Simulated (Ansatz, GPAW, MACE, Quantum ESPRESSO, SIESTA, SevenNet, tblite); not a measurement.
**Generalised stacking fault on (110) of a LiCl-LiBr solid solution (56 atoms): other programs against plane waves**

One geometry of generalised stacking fault on (110) of a LiCl-LiBr solid solution (56 atoms) is solved by several programs and methods. How far do their forces lie from a plane-wave PBE run?

Results are calculated, not measured.

### Step 1. The cell

The cell holds 56 atoms (28 Li, 10 Br and 18 Cl), with edges of 7.45, 5.27 and 26.27 Å. Recipe: rock-salt LiCl lattice (a = 5.2663 Å, the value set for the mixture), cell with z along [110], 2 x 1 x 7 periods; the third cell vector is tilted by 0.167 of 1/2[1-10] and lengthened by 0.2 Å, so the cell holds one fault; displaced by a Gaussian of 0.01 Å; 10 of 28 Cl sites given to Br at random (lattice constant by Vegard's rule between LiCl and LiBr). Then every atom was moved at random, 0.02 Å r.m.s. a Cartesian component. The density is 2.63 g/cm³.

### Step 2. The reference input

Quantum ESPRESSO 7.5: Kohn-Sham DFT, PBE, SSSP efficiency 1.3.0 pseudopotentials, plane waves. Its input, pw.in:

```
&control
  calculation = 'scf'
  pseudo_dir = './pseudo'
  outdir = './tmp'
  disk_io = 'none'
  tprnfor = .true.
  tstress = .true.
/
&system
  ibrav = 0
  nat = 56
  ntyp = 3
  ecutwfc = 45
  ecutrho = 360
  nosym = .true.
  occupations = 'smearing'
  smearing = 'fd'
  degauss = 0.003675
/
&electrons
  conv_thr = 2.8e-07
  electron_maxstep = 100
  mixing_beta = 0.2
  mixing_mode = 'local-TF'
  diagonalization = 'david'
/
ATOMIC_SPECIES
Li 6.940 Li.upf
Br 79.904 Br.upf
Cl 35.450 Cl.upf
CELL_PARAMETERS angstrom
7.44767 0.00000 0.00000
0.00000 5.26630 0.00000
0.62061 0.00000 26.26686
ATOMIC_POSITIONS crystal
Li 0.91992 0.00057 0.99360
Br 0.74558 0.00520 0.07115
Li 0.98986 0.99786 0.14159
Cl 0.73080 0.00315 0.21244
[... 50 atom lines left out ...]
Li 0.67513 0.50615 0.92186
Br 0.41751 0.49287 0.99300
K_POINTS gamma
```

```console
$ OMP_NUM_THREADS=1 mpirun -np 2 pw.x -in pw.in > output.txt
```

Run time: 3.7 min. Hardware: 2 MPI ranks of Arm Neoverse V1, shared host; peak memory 1.9 GiB.

It converged with an r.m.s. force component of 0.13 eV/Å and a pressure of -0.13 GPa.

Its highest filled and lowest empty levels lie 5.41 eV apart on its k-points.

### Step 3. The other programs

- GPAW 26.7.0: PAW with atomic orbitals (LCAO), plane waves or a real-space grid of spacing h.
- MACE: machine-learned potential, published weights.
- Quantum ESPRESSO 7.5: plane waves; labels (QE) give functional, pseudopotential set and cutoffs of waves/density.
- SIESTA 5.4.2: numerical atomic orbitals, whose automatically made sets are far from complete, with PseudoDojo norm-conserving potentials that we converted to its format (checked against plane waves on the same files for H, C, O, Si, Ge and Ca alone); labels give functional, basis size, energy shift and mesh cutoff.
- SevenNet: machine-learned potential, published weights.
- tblite 0.8.0: extended tight binding, driven from Python.

All use the same cell and atoms, and the electronic-structure runs the same k-mesh.

### Step 4. All runs compared

Differences are against the reference: forces as r.m.s. over components, share as that over the reference's r.m.s. force, slope as the fitted ratio of a run's forces to the reference's.

```csv
run,"Δ force, r.m.s. (meV/Å)",share (%),slope,Δ pressure (GPa),Δ gap (eV),cores,CPU time,memory (GiB)
reference,-,-,-,-,-,2,7.4 min,1.9
"GPAW PBE, LCAO dzp, h 0.2 Å",30.8,23.4,1.204,-,-0.052,1,66 s,1.0
"GPAW PBE, LCAO dzp, h 0.2 Å, other mixer settings",30.7,23.3,1.203,-,-0.052,1,90 s,0.95
"GPAW PBE, LCAO sz(dzp), h 0.2 Å (coarse)",39.2,29.7,1.244,-,-0.774,1,26 s,0.8
"GPAW PBE, grid h 0.2 Å",14.1,10.7,1.040,-,-0.0035,2,2.7 min,1.5
MACE MP-0b2 small potential,38.5,29.2,1.028,0.760,-,1,8.2 s,0.67
MACE MPA-0 medium potential,24.6,18.7,0.991,0.885,-,1,10 s,0.85
"QE PBE, dojo-0.4.1-standard, 80/320 Ry",0.603,0.457,0.998,0.019,-1.0e-4,4,8.3 min,1.6
"QE PBE, sssp-1.3.0-efficiency, 45/360 Ry, rmm-davidson",0.292,0.221,1.001,0.004,-0.0011,4,7.7 min,2.3
"SIESTA PBE, DZP, shift 0.01 Ry, mesh 150 Ry (coarse)",20.8,15.7,1.131,-0.157,0.180,1,54 s,0.42
"SIESTA PBE, DZP, shift 0.01 Ry, mesh 300 Ry",20.6,15.6,1.131,-0.234,0.180,1,2.4 min,0.87
"SIESTA PBE, DZP, shift 0.04 Ry, mesh 300 Ry (coarse)",52.8,40.0,1.164,-4.19,0.446,1,69 s,0.61
"SIESTA PBE, SZ, shift 0.01 Ry, mesh 300 Ry (coarse)",27.8,21.1,1.125,-3.42,-0.347,1,35 s,0.45
"SIESTA PBE, SZP, shift 0.01 Ry, mesh 300 Ry (coarse)",20.4,15.5,1.139,-0.417,0.417,1,2 min,0.8
SevenNet l3i5 potential,28.6,21.7,1.017,0.811,-,1,12 s,0.95
tblite GFN1-xTB,57.9,43.9,1.079,-1.35,-,1,4.1 s,0.11
```

Rows marked coarse were listed beforehand as settings not expected to be converged; some can still land near the reference.

Times of the machine-learned potentials are mostly Python's start and the loading of weights.

CPU time is summed over cores on shared hosts, so it is rough.

### Step 5. Findings

Forces lie from 0.22 % (QE PBE, sssp-1.3.0-efficiency, 45/360 Ry, rmm-davidson) to 44 % (tblite GFN1-xTB) of the reference's r.m.s. force of 0.13 eV/Å away from it. Other PBE runs on plane waves or a grid: GPAW PBE, grid h 0.2 Å 11 %, QE PBE, dojo-0.4.1-standard, 80/320 Ry 0.46 % and QE PBE, sssp-1.3.0-efficiency, 45/360 Ry, rmm-davidson 0.22 % of the r.m.s. force; the reference has errors of its own, so differences under a few per cent don't tell which side is nearer the exact PBE result. With the reference's own potentials and cutoffs, another solver or threshold moves forces by 0.22 % (QE PBE, sssp-1.3.0-efficiency, 45/360 Ry, rmm-davidson). GPAW PBE, grid h 0.2 Å stands apart from the other plane-wave or grid runs, so its own grid or potentials are the likelier cause.

The PBE runs in local orbitals, coarse settings apart, differ by 16 % (SIESTA PBE, DZP, shift 0.01 Ry, mesh 300 Ry) to 23 % (GPAW PBE, LCAO dzp, h 0.2 Å); basis, grid and potentials can all enter. Tight binding differs by 44 % (tblite GFN1-xTB); it is another model, with fitted parameters of its own, and the xTB methods hold dispersion. Machine-learned potentials differ by 19 % (MACE MPA-0 medium potential) to 29 % (MACE MP-0b2 small potential); they were trained on other programs' data. Runs with settings chosen to be coarse differ by 15 % (SIESTA PBE, SZP, shift 0.01 Ry, mesh 300 Ry) to 40 % (SIESTA PBE, DZP, shift 0.04 Ry, mesh 300 Ry), their programs' other errors included. GPAW PBE, LCAO sz(dzp), h 0.2 Å stiffens the forces by a factor of 1.24 while following their directions (correlation 0.991); the slopes of the 4 GPAW runs lie between 1.04 and 1.24. From SIESTA PBE, DZP, shift 0.01 Ry, mesh 150 Ry to the finer SIESTA PBE, DZP, shift 0.01 Ry, mesh 300 Ry the share goes from 15.7 to 15.6 %, so the grid isn't what parts these runs from the reference. Pressures at PBE, coarse settings apart, lie -0.23 to +0.02 GPa from the reference's. Gaps at PBE, coarse settings apart, lie -0.05 to +0.18 eV from the reference's, on k-points that hold the band edges only if these fold onto them.

**Limits.** Periodic xTB results under one method name differ between programs and library versions. The potentials hold different valence shells: 280 electrons in the reference, 224 in GPAW; this bears on time and differences. The reference's pressure holds the uncorrected Pulay stress of its 45 Ry basis, so small pressure differences may be the reference's own error. Machine-learned potentials mimic data converged in k, so the reference's own k-point error enters their differences. The cell is under 6 Å thick along one periodic direction, so every atom has periodic images of itself close by, which move with it. The reference's stress is far from hydrostatic: its diagonal is 3.1, -3.0, -0.5 GPa, compression counted positive. The host structure and its lattice constant were typed by rule, without a check against the phase diagram. The electronic-structure runs sample only Γ, in a cell whose shortest periodic width is 5 Å. Spin–orbit coupling is left out. Where levels are smeared, the DFT runs use Fermi–Dirac occupations at 580 K (0.05 eV), and energies are free energies. The atoms were displaced at random, and shares hang on the size of the forces that this gives. The reference's cutoffs and mesh weren't converged further here.

[Logs are printed without paths, hosts, clocks, repeated set-up lines and the standing remarks that a program may print on its own settings, such as how far it seeks lower states.]

[Hosts, paths, dates, database ids (printed as entryN), source tags and the programs' standing remarks are cut or masked in the printed files.]

[Cells were taken only where this reference lay near another plane-wave run.]
